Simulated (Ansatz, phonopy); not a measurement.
# SiC (Moissanite 3C, F-43m): phonons against volume, part 4 of 4

Wanted: mode Grüneisen parameters of SiC (Moissanite 3C) and a free-energy fit over volumes.

Ansatz 0.2.0; DFT PBE, scalar-relativistic, plane waves, PAW.

So far. Step 14 (A cell at another volume, V/V0 1.05): The run ends at a pressure of -9.42 GPa. Step 15 (Lattice dynamics at this volume, V/V0 1.05): No mode is imaginary beyond numerical noise at the solved wavevectors. The highest zone-centre mode (no LO–TO term) moved by -5.4 % for a volume change of +5.0 %.

## 16. How the modes move with volume

This step: DFT PBE, scalar-relativistic, plane waves, PAW (phonopy 4.10.0).

This step gave:

```yaml
share_of_modes_with_a_negative_grueneisen_parameter: 0.017
```

Mean Grüneisen, by row:

| T (K) | heat-capacity-weighted mean | root mean square |
| --- | --- | --- |
| 50 | 0.313 | 0.435 |
| 100 | 0.366 | 0.481 |
| 200 | 0.6 | 0.742 |
| 300 | 0.741 | 0.874 |
| 500 | 0.839 | 0.957 |
| 800 | 0.877 | 0.986 |

Table of mean mode Grueneisen parameter by wavenumber:

| wavenumber (cm⁻¹) | mean mode Grueneisen parameter |
| --- | --- |
| 16 | - |
| 47 | 0.185 |
| 110 | 0.191 |
| 141 | 0.336 |
| 204 | 0.321 |
| 236 | 0.253 |
| 267 | 0.228 |
| 330 | 0.334 |
| 361 | 0.392 |
| 393 | 0.528 |
| 456 | 0.801 |
| 487 | 0.975 |
| 550 | 0.935 |
| 581 | 0.912 |
| 613 | 0.849 |
| 676 | - |
| 707 | 1.32 |
| 738 | 1.36 |
| 801 | 1.17 |
| 832 | 1.18 |
| 895 | 1.09 |
| 927 | 1.08 |

Volume series, by row:

| V/V0 | V (Å³/atom) | pressure (GPa) | E - E0 (meV/atom) | gap (eV) | zero-point energy (meV/atom) | lowest on the path (cm⁻¹) | highest at Gamma without the LO-TO term (cm⁻¹) |
| --- | --- | --- | --- | --- | --- | --- | --- |
| 0.97 | 10.19 | 6.876 | 6.586 | 1.345 | 111.6 | 0 | 801.9 |
| 0.985 | 10.34 | 3.311 | 1.608 | 1.359 | 109.8 | 0 | 788.1 |
| 1 | 10.5 | 0 | 0 | 1.373 | 108.1 | 0 | 774.8 |
| 1.015 | 10.66 | -3.076 | 1.527 | 1.386 | 106.4 | 0 | 761.9 |
| 1.03 | 10.82 | -5.931 | 5.968 | 1.398 | 104.8 | 0 | 749.4 |
| 1.05 | 11.03 | -9.423 | 16.08 | 1.414 | 102.6 | 0 | 733.4 |

The optical frequency at Gamma without the LO-TO term, mode 4 by V/V0:

| V/V0 | optical frequency at Gamma without the LO-TO term, mode 4 (cm⁻¹) |
| --- | --- |
| 0.9700 | 802 |
| 0.9850 | 788 |
| 1.0000 | 775 |
| 1.0150 | 762 |
| 1.0300 | 749 |
| 1.0500 | 733 |

Grüneisen at points, by row:

| point | branch | frequency (cm⁻¹) | mode Grüneisen parameter |
| --- | --- | --- | --- |
| Γ | 4 | 774.8 | 1.13 |
| Γ | 6 | 943.8 | 1.08 |
| X | 1 | 360.2 | 0.14 |
| X | 3 | 622.1 | 0.83 |
| X | 4 | 741 | 1.46 |
| X | 6 | 803.7 | 1.16 |
| U | 1 | 348.2 | 0.11 |
| U | 2 | 435.2 | 0.6 |
| U | 3 | 556.4 | 0.9 |
| U | 4 | 733.4 | 1.33 |
| U | 5 | 736.1 | 1.44 |
| U | 6 | 833.9 | 1.22 |
| K | 1 | 348.2 | 0.11 |
| K | 2 | 435.2 | 0.6 |
| K | 3 | 556.4 | 0.9 |
| K | 4 | 733.4 | 1.33 |
| K | 5 | 736.1 | 1.44 |
| K | 6 | 833.9 | 1.22 |
| L | 1 | 258.6 | -0.1 |
| L | 3 | 600.6 | 0.97 |
| L | 4 | 747.5 | 1.31 |
| L | 6 | 813.1 | 1.15 |
| W | 1 | 393.2 | 0.51 |
| W | 2 | 453.8 | 0.38 |
| W | 3 | 525.8 | 0.99 |
| W | 4 | 718.7 | 1.31 |
| W | 5 | 751.5 | 1.45 |
| W | 6 | 832.3 | 1.25 |

## 17. Quasi-harmonic fit by phonopy

This step gave:

| Quantity | Value |
| --- | --- |
| volume expansion coefficient at 300 K | 7.95 1e-6/K |
| isothermal bulk modulus at 300 K | 207.1 GPa |
| C_P at 300 K | 13.93 J/mol-atom/K |
| Grüneisen parameter at 300 K | 0.756 |

Energy (each curve on its own zero) against volume; values in meV/atom:

| volume (Å³/atom) | static | F at 0 K | F at 300 K | F at 1300 K |
| --- | --- | --- | --- | --- |
| 10.187 | 6.59 | 10.9 | 11.4 | 18.8 |
| 10.344 | 1.61 | 4.21 | 4.48 | 9.02 |
| 10.502 | 0 | 0.88 | 0.99 | 2.65 |
| 10.659 | 1.53 | 0.73 | 0.66 | -0.59 |
| 10.817 | 5.97 | 3.52 | 3.28 | -0.91 |
| 11.027 | 16.1 | 11.5 | 11 | 2.85 |

Phonopy-qha, vinet fit of F(V) at each temperature; no electronic free energy. Qha vinet, by row:

| T (K) | fitted volume (Å³/atom) | alpha_V (1e-6/K) | B_T (GPa) | C_P (J/mol-atom/K) | Grueneisen |
| --- | --- | --- | --- | --- | --- |
| 100 | 10.59 | 0.7 | 208.3 | 2.303 | 0.4036 |
| 150 | 10.59 | 2.07 | 208.2 | 5.379 | 0.5101 |
| 200 | 10.59 | 4 | 208 | 8.563 | 0.6188 |
| 250 | 10.59 | 6.06 | 207.6 | 11.47 | 0.7001 |
| 300 | 10.6 | 7.95 | 207.1 | 13.93 | 0.7558 |
| 350 | 10.6 | 9.55 | 206.6 | 15.91 | 0.7937 |
| 400 | 10.61 | 10.87 | 206 | 17.5 | 0.8202 |
| 450 | 10.61 | 11.93 | 205.4 | 18.75 | 0.8393 |
| 500 | 10.62 | 12.8 | 204.8 | 19.75 | 0.8535 |
| 550 | 10.63 | 13.51 | 204.1 | 20.55 | 0.8644 |
| 600 | 10.63 | 14.1 | 203.5 | 21.21 | 0.8729 |
| 650 | 10.64 | 14.6 | 202.8 | 21.75 | 0.8798 |
| 700 | 10.65 | 15.02 | 202.1 | 22.19 | 0.8854 |
| 750 | 10.66 | 15.38 | 201.4 | 22.57 | 0.8902 |
| 800 | 10.67 | 15.7 | 200.8 | 22.89 | 0.8942 |
| 850 | 10.67 | 15.97 | 200.1 | 23.16 | 0.8977 |
| 900 | 10.68 | 16.22 | 199.4 | 23.4 | 0.9008 |
| 950 | 10.69 | 16.44 | 198.7 | 23.61 | 0.9036 |
| 1000 | 10.7 | 16.64 | 198 | 23.79 | 0.9061 |
| 1050 | 10.71 | 16.83 | 197.3 | 23.95 | 0.9084 |
| 1100 | 10.72 | 17 | 196.6 | 24.09 | 0.9105 |
| 1150 | 10.73 | 17.16 | 195.9 | 24.22 | 0.9124 |
| 1200 | 10.74 | 17.3 | 195.2 | 24.34 | 0.9142 |
| 1250 | 10.75 | 17.44 | 194.5 | 24.45 | 0.916 |

Volume expansion coefficient, phonopy-qha, Vinet against temperature:

| temperature (K) | volume expansion coefficient, phonopy-qha, Vinet (1e-6/K) |
| --- | --- |
| 75 | 0.31 |
| 125 | 1.3 |
| 150 | 2.07 |
| 200 | 4 |
| 250 | 6.06 |
| 275 | 7.04 |
| 325 | 8.79 |
| 375 | 10.2 |
| 400 | 10.9 |
| 450 | 11.9 |
| 500 | 12.8 |
| 525 | 13.2 |
| 575 | 13.8 |
| 625 | 14.4 |
| 650 | 14.6 |
| 700 | 15.0 |
| 725 | 15.2 |
| 775 | 15.5 |
| 825 | 15.8 |
| 850 | 16.0 |
| 900 | 16.2 |
| 950 | 16.4 |
| 975 | 16.5 |
| 1025 | 16.7 |
| 1075 | 16.9 |
| 1100 | 17 |
| 1150 | 17.2 |
| 1200 | 17.3 |
| 1225 | 17.4 |
| 1275 | 17.5 |

The fit gives a volume expansion of 7.95 × 10⁻⁶/K at 300 K.

## 18. What came out

| Quantity | Value |
| --- | --- |
| volume expansion coefficient at 300 K | 7.95 1e-6/K |
| isothermal bulk modulus at 300 K | 207.1 GPa |
| C_P at 300 K | 13.93 J/mol-atom/K |
| Grüneisen parameter at 300 K | 0.756 |
| mean mode Grüneisen parameter at 300 K | 0.741 |

In words: Near room temperature SiC (Moissanite 3C) expands by 7.95 × 10⁻⁶/K in volume by PBE, with C_P = 13.9 J/(mol K) per mole of atoms and B_T = 207 GPa. C_P at room temperature is 56 % of the classical 3R an atom, so the stiffest modes are still partly frozen out. The heat-capacity-weighted Grüneisen parameter goes from 0.313 at 50 K to 0.877 at 800 K. Weighting γ by the density of states and each mode's heat capacity at 300 K, modes below 320 cm⁻¹ give about 9 % of the sum of γC that drives the expansion, those up to 630 cm⁻¹ 37 % and the rest 54 %. Among the labelled points γ is largest for branch 4 at X (741 cm⁻¹, 1.5) and most negative for branch 1 at L (259 cm⁻¹, -0.1). The interpolation has no quadrupole term, so branches near the zone centre are less sure, since this crystal has sites that are not centres of inversion.

[Logs are printed without paths, hosts, clocks, repeated set-up lines and the standing remarks that a program may print on its own settings, such as how far it seeks lower states.]

[Hosts, paths, dates, database ids (printed as entryN), source tags and the programs' standing remarks are cut or masked in the printed files.]

[A step with changed settings may run another functional than the one named; its input shows which.]

[Of the runs on displaced cells, only some may be shown.]
